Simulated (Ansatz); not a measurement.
# Ba on W(100): change of the work function

How does Ba on the hollow site change the work function of W(100) as the layer fills?

Program: Ansatz 0.2.0. Level of theory: plane-wave DFT, PBE, Ansatz PAW. Results are calculated unless marked as measured.

## Step 1: The structure

The cell holds 5 atoms: 5 W. Cell: a = 3.160 Å, b = 3.160 Å, c = 24.320 Å, α = 90.0°, β = 90.0°, γ = 90.0°. Vacuum lies along c.

## Step 2: The clean slab

The bare slab comes first, as the zero from which every change is counted. The two lowest layers are held at bulk places and the upper ones relax. The dipole correction removes the false field that a one-sided slab makes across the periodic vacuum, so each face gets a flat vacuum level of its own.

File input.yaml:

```yaml
crystal:
  lattice:
    - [3.16, 0.0, 0.0]
    - [0.0, 3.16, 0.0]
    - [0.0, 0.0, 24.32]
  atoms:
    - { symbol: W, position: [0.0, 0.0, 0.3700657895] }
    - { symbol: W, position: [0.5, 0.5, 0.4350328947] }
    - { symbol: W, position: [0.0, 0.0, 0.5] }
    - { symbol: W, position: [0.5, 0.5, 0.5649671053] }
    - { symbol: W, position: [0.0, 0.0, 0.6299342105] }
kpoints:
  mp_grid: { grid: [12, 12, 1] }
hamiltonian:
  xc: pbe
scf:
  occupations: { method: fermi_dirac, width: 0.1 }
  convergence: { dr2_threshold: 1.0e-08 }
efield:
  axis: 3
  dipole_correction: true
  ramp_position: 0.97
  ramp_width: 0.06
relax:
  f_tol: 0.02
  max_steps: 60
  constraints: [{ sites: [0, 1] }]
output:
  write_potential: true
  write_density: true
  volumetric_format: npy
```

On the command line:

```
ansatz run input.yaml --threads 4 --pin off --max-ram 16384MiB --backend cpu --events-out ev --progress --plain --runs-dir out
```

Numbers of over 12 decimals in the logs are rounded to 6 here.

What it wrote:

```text
Engine: ansatz 0.2.0, aarch64-unknown-linux-gnu
Pseudopotentials: kind: paw
Pseudopotential: W, paw, valence charge 14, recommended cutoff 420 eV (normal), W.paw.azcp
Functional definition: PBE
  parameter kappa = 0.804
  parameter beta = 0.066725
  exchange = pbe_x(kappa = kappa, mu = beta*pi^2/3)
  correlation = pbe_c(beta = beta)
Crystal: 5 atoms, lattice volume = 242.850 Å³
Basis set: ecut = 420 eV, 4785 PW (Γ), exchange–correlation on 48×48×360 points (8 copies of the dense FFT grid, shifted against one another)
Bands: 42, of which v1, the nominal top of the filled ones, is band 35 counted from 1 (34 counted from 0)
Symmetry: 8 space group operations
k-points: 28 of 144
Non-local potential: W, projectors of the file, l = 0: 3, l = 1: 2, l = 2: 2, l = 3: 1
PAW form: soft (Blöchl's): semilocal exchange-correlation on the pseudo side does not see the compensation charge
PAW one-centre angular grid: W, 590 points (default); XC on 64 Gauss nodes
Initial density: superposition of atomic densities (neutral atoms: chi_scale 0, normalization atom), corrected by the library's trained network
Initial wavefunctions: pseudopotential atomic-orbital guess
Functional: x = pbe(κ = 0.804, μ = 0.219515), c = pbe(β = 0.066725)
SCF iter   1: F=—  HF=-51918.951096 eV  |F-HF|=—  |Δ(HF+E_count)|=         —  Δρ=5.95e-3  dr2=2.55e-1  ethr=1.77e-3  p=0.000 e·Å  D=6.81e-15 V/Å  ΔV_dip=-0.00 eV  dr2_dipole=1.36e-7  V_vac-E_F(+/−)=4.35/4.35 eV  ⟨swp⟩=8.6  Hψ=5700  notcnv=0
efield: sawtooth ramp at fractional position 0.9700 (set: `efield.ramp_position`, or a place that a band, a saddle search or an elastic batch's reference lends), width 0.0600; the density the first Hamiltonian is built on has a dipole p = 0.000 e·Å; the dipole correction subtracts the counter field D = 6.81e-15 V/Å, which shifts the + side's vacuum level by -0.00 eV against the − side's; the planar-averaged density in the ramp window peaks in size at 1.3e-5 e/Å³
preconditioner: auto → LDOS  [metal: Δε(μ)=0.012 eV  Ē_g=4.218 eV  σ=0.100 eV  W_gap=0.03  n_scr=44 (ndim 8)  ℏωp=13.1 eV  f_vac=0.578  D(μ)=6.08/eV (n_scr^D=36)  β→1.0]
SCF iter   2: F=—  HF=-51918.934199 eV  |F-HF|=—  |Δ(HF+E_count)|=   1.69e-2  Δρ=4.40e-3  dr2=1.09e-1  ethr=3.64e-4  p=0.000 e·Å  D=4.17e-6 V/Å  ΔV_dip=-0.00 eV  dr2_dipole=3.08e-7  V_vac-E_F(+/−)=4.26/4.26 eV  ⟨swp⟩=2.3  Hψ=2028  notcnv=0
SCF iter   3: F=—  HF=-51918.923002 eV  |F-HF|=—  |Δ(HF+E_count)|=   1.12e-2  Δρ=1.09e-3  dr2=7.42e-3  ethr=1.56e-4  p=0.000 e·Å  D=2.29e-6 V/Å  ΔV_dip=-0.00 eV  dr2_dipole=1.82e-8  V_vac-E_F(+/−)=4.26/4.26 eV  ⟨swp⟩=2.0  Hψ=1782  notcnv=0
SCF iter   4: F=—  HF=-51918.923165 eV  |F-HF|=—  |Δ(HF+E_count)|=   1.63e-4  Δρ=3.17e-4  dr2=3.30e-4  ethr=1.06e-5  p=0.000 e·Å  D=1.72e-6 V/Å  ΔV_dip=-0.00 eV  dr2_dipole=1.10e-9  V_vac-E_F(+/−)=4.24/4.24 eV  ⟨swp⟩=2.3  Hψ=1596  notcnv=0
SCF iter   5: F=—  HF=-51918.923261 eV  |F-HF|=—  |Δ(HF+E_count)|=   9.64e-5  Δρ=1.24e-4  dr2=3.15e-5  ethr=4.72e-7  p=0.000 e·Å  D=1.00e-6 V/Å  ΔV_dip=-0.00 eV  dr2_dipole=1.38e-10  V_vac-E_F(+/−)=4.23/4.23 eV  ⟨swp⟩=3.1  Hψ=2006  notcnv=0
SCF iter   6: F=—  HF=-51918.923293 eV  |F-HF|=—  |Δ(HF+E_count)|=   3.16e-5  Δρ=4.17e-5  dr2=4.78e-6  ethr=4.50e-8  p=0.000 e·Å  D=1.96e-7 V/Å  ΔV_dip=-0.00 eV  dr2_dipole=5.97e-16  V_vac-E_F(+/−)=4.23/4.23 eV  ⟨swp⟩=2.6  Hψ=2033  notcnv=0
SCF iter   7: F=—  HF=-51918.923579 eV  |F-HF|=—  |Δ(HF+E_count)|=   2.87e-4  Δρ=1.09e-5  dr2=2.41e-7  ethr=6.83e-9  p=0.000 e·Å  D=5.72e-8 V/Å  ΔV_dip=-0.00 eV  dr2_dipole=9.73e-12  V_vac-E_F(+/−)=4.23/4.23 eV  ⟨swp⟩=3.0  Hψ=2273  notcnv=0
SCF iter   8: F=—  HF=-51918.923580 eV  |F-HF|=—  |Δ(HF+E_count)|=   8.23e-7  Δρ=2.94e-6  dr2=3.54e-8  ethr=3.44e-10  p=-0.000 e·Å  D=-2.19e-9 V/Å  ΔV_dip=0.00 eV  dr2_dipole=1.09e-13  V_vac-E_F(+/−)=4.23/4.23 eV  ⟨swp⟩=3.1  Hψ=2343  notcnv=0
SCF iter   9: F=-51918.923580 eV  HF=-51918.923580 eV  |F-HF|=8.37e-9  |Δ(HF+E_count)|=   5.98e-8  Δρ=8.67e-7  dr2=5.35e-9  ethr=1.43e-11  p=-0.000 e·Å  D=-1.94e-8 V/Å  ΔV_dip=0.00 eV  dr2_dipole=1.47e-12  V_vac-E_F(+/−)=4.23/4.23 eV  ⟨swp⟩=11.4  Hψ=8999  notcnv=0
SCF 1 converged in 9 iterations: F = -51918.923580 eV  dr2 = 5.35e-9
  greatest PAW one-centre occupation: 1.000 electrons in one spin orbital (limit 2), on the W atom at site 0 (counted from 0), in its partial waves of l = 0
relax step   1: F+E_penalty+E_count = -51918.92358024 eV  Δ(F+E_penalty+E_count) = +0.000e0 eV  max|allowed force component| = 1.592e0 eV/Å  Δτ_max = 0.0000 Å  (9 SCF iters, accepted)
Initial density: handed on by an earlier stage of this run
Initial wavefunctions: those handed on with the density
SCF iter   1: F=—  HF=-51918.860680 eV  |F-HF|=—  |Δ(HF+E_count)|=         —  Δρ=1.54e-2  dr2=6.16e0  ethr=3.10e-3  p=-0.000 e·Å  D=-1.58e-7 V/Å  ΔV_dip=0.00 eV  dr2_dipole=1.87e0  V_vac-E_F(+/−)=4.30/4.30 eV  ⟨swp⟩=6.5  Hψ=3751  notcnv=0
efield: sawtooth ramp at fractional position 0.9700 (set: `efield.ramp_position`, or a place that a band, a saddle search or an elastic batch's reference lends), width 0.0600; the density the first Hamiltonian is built on has a dipole p = -0.000 e·Å; the dipole correction subtracts the counter field D = -1.58e-7 V/Å, which shifts the + side's vacuum level by +0.00 eV against the − side's; the planar-averaged density in the ramp window peaks in size at 1.5e-6 e/Å³
preconditioner: auto → LDOS  [metal: Δε(μ)=0.006 eV  Ē_g=4.379 eV  σ=0.100 eV  W_gap=0.01  n_scr=44 (ndim 8)  ℏωp=13.1 eV  f_vac=0.587  D(μ)=5.24/eV (n_scr^D=14)  β→1.0]
SCF iter   2: F=—  HF=-51918.713984 eV  |F-HF|=—  |Δ(HF+E_count)|=   1.47e-1  Δρ=5.16e-3  dr2=4.47e-1  ethr=3.10e-3  p=0.010 e·Å  D=7.11e-3 V/Å  ΔV_dip=-0.17 eV  dr2_dipole=4.53e-2  V_vac-E_F(+/−)=4.02/4.20 eV  ⟨swp⟩=2.5  Hψ=1825  notcnv=0
SCF iter   3: F=—  HF=-51918.691290 eV  |F-HF|=—  |Δ(HF+E_count)|=   2.27e-2  Δρ=2.17e-3  dr2=7.74e-2  ethr=6.38e-4  p=0.001 e·Å  D=9.34e-4 V/Å  ΔV_dip=-0.02 eV  dr2_dipole=4.37e-3  V_vac-E_F(+/−)=4.21/4.23 eV  ⟨swp⟩=2.5  Hψ=1825  notcnv=0
SCF iter   4: F=—  HF=-51918.684666 eV  |F-HF|=—  |Δ(HF+E_count)|=   6.62e-3  Δρ=4.62e-4  dr2=2.96e-3  ethr=1.11e-4  p=0.004 e·Å  D=2.87e-3 V/Å  ΔV_dip=-0.07 eV  dr2_dipole=7.96e-4  V_vac-E_F(+/−)=4.16/4.23 eV  ⟨swp⟩=2.2  Hψ=1741  notcnv=0
SCF iter   5: F=—  HF=-51918.684365 eV  |F-HF|=—  |Δ(HF+E_count)|=   3.01e-4  Δρ=1.49e-4  dr2=1.60e-4  ethr=4.23e-6  p=0.004 e·Å  D=3.15e-3 V/Å  ΔV_dip=-0.08 eV  dr2_dipole=3.00e-6  V_vac-E_F(+/−)=4.15/4.23 eV  ⟨swp⟩=2.4  Hψ=1933  notcnv=0
[...]
SCF iter   6: F=—  HF=-51919.034438 eV  |F-HF|=—  |Δ(HF+E_count)|=   2.45e-6  Δρ=3.86e-5  dr2=9.60e-6  ethr=8.13e-8  p=0.007 e·Å  D=5.01e-3 V/Å  ΔV_dip=-0.12 eV  dr2_dipole=2.38e-6  V_vac-E_F(+/−)=4.13/4.25 eV  ⟨swp⟩=2.0  Hψ=1754  notcnv=0
SCF iter   7: F=—  HF=-51919.034732 eV  |F-HF|=—  |Δ(HF+E_count)|=   2.94e-4  Δρ=1.68e-5  dr2=1.14e-6  ethr=1.37e-8  p=0.006 e·Å  D=4.83e-3 V/Å  ΔV_dip=-0.12 eV  dr2_dipole=2.79e-7  V_vac-E_F(+/−)=4.13/4.25 eV  ⟨swp⟩=2.3  Hψ=1674  notcnv=0
SCF iter   8: F=—  HF=-51919.034732 eV  |F-HF|=—  |Δ(HF+E_count)|=   3.20e-7  Δρ=6.21e-6  dr2=1.03e-7  ethr=1.62e-9  p=0.006 e·Å  D=4.79e-3 V/Å  ΔV_dip=-0.12 eV  dr2_dipole=1.66e-10  V_vac-E_F(+/−)=4.13/4.25 eV  ⟨swp⟩=2.5  Hψ=1992  notcnv=0
SCF iter   9: F=—  HF=-51919.034733 eV  |F-HF|=—  |Δ(HF+E_count)|=   1.32e-7  Δρ=2.55e-6  dr2=3.68e-8  ethr=1.43e-11  p=0.006 e·Å  D=4.77e-3 V/Å  ΔV_dip=-0.12 eV  dr2_dipole=6.24e-10  V_vac-E_F(+/−)=4.13/4.25 eV  ⟨swp⟩=12.2  Hψ=9836  notcnv=0
SCF iter  10: F=-51919.034733 eV  HF=-51919.034733 eV  |F-HF|=8.15e-9  |Δ(HF+E_count)|=   8.21e-9  Δρ=7.82e-7  dr2=2.91e-9  ethr=1.43e-11  p=0.006 e·Å  D=4.77e-3 V/Å  ΔV_dip=-0.12 eV  dr2_dipole=2.47e-11  V_vac-E_F(+/−)=4.13/4.25 eV  ⟨swp⟩=9.2  Hψ=8766  notcnv=0
SCF 3 converged in 10 iterations: F = -51919.034733 eV  dr2 = 2.91e-9
relax step   3: F+E_penalty+E_count = -51919.03473260 eV  Δ(F+E_penalty+E_count) = -1.112e-1 eV  max|allowed force component| = 2.016e-1 eV/Å  Δτ_max = 0.0990 Å  (10 SCF iters, accepted)
SCF iter   1: F=—  HF=-51919.036582 eV  |F-HF|=—  |Δ(HF+E_count)|=         —  Δρ=7.31e-4  dr2=7.74e-3  ethr=3.62e-4  p=0.006 e·Å  D=4.77e-3 V/Å  ΔV_dip=-0.12 eV  dr2_dipole=1.41e-3  V_vac-E_F(+/−)=4.13/4.25 eV  ⟨swp⟩=1.9  Hψ=1723  notcnv=0
efield: sawtooth ramp at fractional position 0.9700 (set: `efield.ramp_position`, or a place that a band, a saddle search or an elastic batch's reference lends), width 0.0600; the density the first Hamiltonian is built on has a dipole p = 0.006 e·Å; the dipole correction subtracts the counter field D = 4.77e-3 V/Å, which shifts the + side's vacuum level by -0.12 eV against the − side's; the planar-averaged density in the ramp window peaks in size at 2.1e-6 e/Å³
preconditioner: auto → LDOS  [metal: Δε(μ)=0.017 eV  Ē_g=4.256 eV  σ=0.100 eV  W_gap=0.04  n_scr=44 (ndim 8)  ℏωp=13.1 eV  f_vac=0.581  D(μ)=6.09/eV (n_scr^D=36)  β→1.0]
SCF iter   2: F=—  HF=-51919.036463 eV  |F-HF|=—  |Δ(HF+E_count)|=   1.19e-4  Δρ=4.41e-4  dr2=2.28e-3  ethr=1.11e-5  p=0.006 e·Å  D=4.44e-3 V/Å  ΔV_dip=-0.11 eV  dr2_dipole=2.62e-5  V_vac-E_F(+/−)=4.14/4.25 eV  ⟨swp⟩=2.0  Hψ=1771  notcnv=0
SCF iter   3: F=—  HF=-51919.036284 eV  |F-HF|=—  |Δ(HF+E_count)|=   1.79e-4  Δρ=1.27e-4  dr2=1.73e-4  ethr=3.26e-6  p=0.006 e·Å  D=4.65e-3 V/Å  ΔV_dip=-0.11 eV  dr2_dipole=2.42e-8  V_vac-E_F(+/−)=4.14/4.25 eV  ⟨swp⟩=2.1  Hψ=1634  notcnv=0
SCF iter   4: F=—  HF=-51919.036259 eV  |F-HF|=—  |Δ(HF+E_count)|=   2.49e-5  Δρ=2.81e-5  dr2=2.75e-6  ethr=2.47e-7  p=0.006 e·Å  D=4.59e-3 V/Å  ΔV_dip=-0.11 eV  dr2_dipole=2.07e-8  V_vac-E_F(+/−)=4.14/4.25 eV  ⟨swp⟩=3.1  Hψ=1945  notcnv=0
SCF iter   5: F=—  HF=-51919.036537 eV  |F-HF|=—  |Δ(HF+E_count)|=   2.78e-4  Δρ=1.20e-5  dr2=5.50e-7  ethr=3.93e-9  p=0.006 e·Å  D=4.56e-3 V/Å  ΔV_dip=-0.11 eV  dr2_dipole=7.15e-9  V_vac-E_F(+/−)=4.14/4.25 eV  ⟨swp⟩=2.9  Hψ=2276  notcnv=0
SCF iter   6: F=—  HF=-51919.036538 eV  |F-HF|=—  |Δ(HF+E_count)|=   4.48e-7  Δρ=5.04e-6  dr2=1.34e-7  ethr=7.85e-10  p=0.006 e·Å  D=4.56e-3 V/Å  ΔV_dip=-0.11 eV  dr2_dipole=2.24e-9  V_vac-E_F(+/−)=4.14/4.25 eV  ⟨swp⟩=2.3  Hψ=1805  notcnv=0
SCF iter   7: F=—  HF=-51919.036538 eV  |F-HF|=—  |Δ(HF+E_count)|=   1.56e-7  Δρ=1.69e-6  dr2=1.86e-8  ethr=1.91e-10  p=0.006 e·Å  D=4.56e-3 V/Å  ΔV_dip=-0.11 eV  dr2_dipole=2.72e-10  V_vac-E_F(+/−)=4.14/4.25 eV  ⟨swp⟩=2.4  Hψ=1669  notcnv=0
SCF iter   8: F=-51919.036538 eV  HF=-51919.036538 eV  |F-HF|=9.17e-10  |Δ(HF+E_count)|=   2.06e-8  Δρ=2.85e-7  dr2=4.76e-10  ethr=1.43e-11  p=0.006 e·Å  D=4.56e-3 V/Å  ΔV_dip=-0.11 eV  dr2_dipole=4.89e-11  V_vac-E_F(+/−)=4.14/4.25 eV  ⟨swp⟩=11.2  Hψ=8810  notcnv=0
SCF 4 converged in 8 iterations: F = -51919.036538 eV  dr2 = 4.76e-10
relax step   4: F+E_penalty+E_count = -51919.03653794 eV  Δ(F+E_penalty+E_count) = -1.805e-3 eV  max|allowed force component| = 1.013e-2 eV/Å  Δτ_max = 0.0132 Å  (8 SCF iters, accepted)
NSCF: frozen V_eff on 28 k-points
the band table was solved once a step of the walk had ended and its energy, with any forces and stress, was formed, with the checks that follow a solve (5706 applications of the Hamiltonian). They found nothing against the state; the energy, forces and stress were not computed again (output.eigenvalues in the input reference)
WARN: The output density's exchange-correlation potential varies sharply where the density is thin. Do not read a vacuum level from v_tot or v_xc, or from such a field of the output density. On a cell that repeats whose density bears no net charge and no dipole along the vacuum's axis use v_es (v_loc + v_h of the components); under efield.dipole_correction with no amplitude use v_es + v_field, which holds any externa [...]
SCF converged after 8 iterations
Free energy (F): -51919.036538 eV
Harris-Foulkes:  -51919.036538 eV  (|F-HF|=9.17e-10)
Internal energy: -51918.841452 eV  (E = F + TS)
E sigma→0 (E₀):  -51918.938995 eV
Entropy (-TS):   -0.195086 eV (-39.017 meV/atom)
Fermi energy:    4.625999 eV
Dipole field:    D = 0.004553 V/Å  (p = 0.006111 e·Å, saw-weighted, corrected)
Work function:   Φ+ = 4.1402 eV   Φ− = 4.2509 eV
Levels:          The Fermi level and band energies are counted from a zero that moves with the ramp; work functions are not
--- Per-component energies (eV) ---
  E_band       = -1645.874117
  E_kinetic    = 2239.392053
  E_local      = -86026.431704  (includes V_loc(G=0)·N_el)
  E_nonlocal   = 8.030762
  E_hartree    = 41971.393780
  E_xc         = -1327.462600
  E_vxc        = -1184.410986  (∫ρ·V_xc dr)
  E_paw        = -42812.968297  (= ΣΔE_a)
  E_vpaw       = -625.239658  (= ΣTr[D̂ρ^β])
  E_aug_tail   = -0.000292  (compensation charges beyond the density's cutoff)
  E_efield     = 0.000014  (sawtooth field / dipole correction)
  E_vefield    = 0.001484  (∫n·V_field dr)
  E_ewald      = 34029.204834
  E_smearing   = -0.195086  (= −TS)
  E_closure    = -0.000000  (closes the sum)
  Σ components = -51919.036538   (vs F -51919.036538, Δ=0.00e0)
--- Forces (eV/Å), atoms counted from 1 ---
  atom   1  W      0.00000000    -0.00000000     1.17619827
  atom   2  W     -0.00000000     0.00000000    -1.16365842
  atom   3  W      0.00000000     0.00000000     0.00643896
  atom   4  W     -0.00000000     0.00000000    -0.00883341
  atom   5  W     -0.00000000     0.00000000    -0.01013391
  max |Σ_I F_I| component: 1.15e-5 eV/Å
--- Band table (eV; the first three rows and the last of 28) ---
  k-point 0: bands = [... 31 lower, 3.9668, 3.9668, 4.2629, 4.3964, 4.5526, 4.7209, 4.7256, 4.7256, ... 3 higher]
  k-point 1: bands = [... 31 lower, 3.9951, 4.0760, 4.0848, 4.3099, 4.4402, 4.6657, 5.2346, 5.2855, ... 3 higher]
  k-point 2: bands = [... 31 lower, 3.8308, 3.8974, 3.9275, 4.0569, 4.7980, 5.0730, 5.4757, 5.6383, ... 3 higher]
  k-point 27: bands = [... 31 lower, 3.6812, 3.6812, 6.3929, 6.3929, 6.4506, 6.5904, 7.0051, 7.0051, ... 3 higher]
--- Relaxed structure (4 steps of the walk, 3 accepted, 0 SCFs on fresh bases) ---
  F+E_penalty+E_count = -51919.03653794 eV   max|allowed force component| = 1.013e-2 eV/Å
  atoms:
    - { symbol: W, position: [0.0, 0.0, 0.3700657895] }
    - { symbol: W, position: [0.500000, 0.500000, 0.435033] }
    - { symbol: W, position: [0, 0, 0.499966] }
    - { symbol: W, position: [0.500000, 0.500000, 0.567590] }
    - { symbol: W, position: [-5.274927382685451e-18, 0, 0.626407] }
```

Elapsed: 32 s, on 4 threads of Arm Neoverse V1, shared host; peak memory 0.63 GiB; 2.1 min of CPU time.

The steps of the relaxation:

| step | energy less that of the first step (eV) | largest force component (eV/Å) |
| --- | --- | --- |
| 1 | 0.0000 | 1.5923 |
| 2 | 0.2389 | 2.9711 |
| 3 | -0.1112 | 0.2016 |
| 4 | -0.1130 | 0.0101 |

Relaxation step 2 was tried and not accepted.

The run keeps the 8 symmetry operations that it works with, so distortions that break them were not tested.

The atoms that moved most (Å):

```csv
atom,dx,dy,dz,length
W5,0.000,0.000,-0.086,0.086
W4,0.000,0.000,0.064,0.064
```

This step gave:

```
energy at zero smearing        : -51918.9390 eV
work function, upper face      : 4.140 eV
work function, lower face      : 4.251 eV
dipole along the normal        : 0.006111 e·Å
step between the vacuum levels : -0.1107 eV
```

Running mean over 1.58 Å of the planar mean; the ramp of the sawtooth is left out. The electron's electrostatic potential energy less the Fermi level by z:

z (Å), electron's electrostatic potential energy less the Fermi level (eV) and a bar from the least value:
```
      3.0        4.3 ##############################
      3.5        4.3 ##############################
      4.0        4.3 ##############################
      4.5        4.2 ##############################
      5.0        4.2 ##############################
      5.5        4.2 ##############################
      6.0        4.2 ##############################
      6.5        4.0 ##############################
      7.0        3.4 #############################
      7.5        1.7 ##########################
      8.0       -2.6 ###################
      8.5       -8.0 ##########
      9.0      -11.3 ####
      9.5      -12.2 ###
     10.0      -12.4 ###
     10.5      -12.5 ##
     11.0      -12.6 ##
     11.5      -12.7 ##
     12.0      -12.6 ##
     12.5      -12.2 ###
     13.0      -12.0 ###
     13.5      -12.4 ##
     14.0      -13.4 #
     14.5      -13.9 
     15.0      -13.0 #
     15.5      -10.2 ######
     16.0       -5.2 ##############
     16.5        0.0 #######################
     17.0        2.8 ############################
     17.5        3.7 #############################
     18.0        4.0 ##############################
     18.5        4.1 ##############################
     19.0        4.1 ##############################
     19.5        4.1 ##############################
     20.0        4.1 ##############################
     20.5        4.1 ##############################
     21.0        4.1 ##############################
```

The relaxation took 4 steps and lowered the energy by 0.11 eV; the largest force on the free atoms ends at 0.010 eV/Å.

The work function of the upper face is 4.14 eV.

(Continued in part 2 of 4.)

[Logs are printed without paths, hosts, clocks, repeated set-up lines and the standing remarks that a program may print on its own settings, such as how far it seeks lower states.]

[Hosts, paths, dates, database ids (printed as entryN), source tags and the programs' standing remarks are cut or masked in the printed files.]

[Maps of the electrostatic potential energy from Ansatz leave out the sawtooth potential of an applied field or a dipole correction, so their vacuum need not be flat; planar profiles and work functions include it.]
